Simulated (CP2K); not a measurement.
Two runs for the N K edge of fluorocarbonylacetonitrile. Run A: CP2K XAS_TDP, all-electron GAPW, PBEh(45%), aug-cc-pVDZ, TDA, no relativity. Run B differs in one setting.

First lines with a strength over 0.0015. A:

```csv
atom,energy (eV),states,"strength, one atom"
N1 (bonded to C),395.60,1,0.0556
,395.81,1,0.0552
,401.79,1,0.0022
,401.87,1,0.0068
,401.91,1,0.0017
```

B:

```csv
atom,energy (eV),states,"strength, one atom"
N1 (bonded to C),400.25,1,0.0627
,400.48,1,0.0621
,407.74,1,0.0140
,408.26,1,0.0017
,409.18,1,0.0031
```

Which was it: the basis, GW2X switched on, scalar relativity switched on, the functional?

The functional (functional from PBEh(45%) to PBEh(60%); the lines alone don't name the new value). A functional moves all lines by electronvolts and changes their spacings and strengths. Against PBEh(45%) in aug-cc-pVDZ, the leading line moves by +4.65 eV, to 400.25 eV; the strength of N1's goes from 0.0556 to 0.0627.

[Banner, clock and machine lines of the logs are left out without a mark of their own.]

[Logs are printed without paths, hosts, clocks, repeated set-up lines and the standing remarks that a program may print on its own settings, such as how far it seeks lower states.]

[Hosts, paths, dates, database ids (printed as entryN), source tags and the programs' standing remarks are cut or masked in the printed files.]
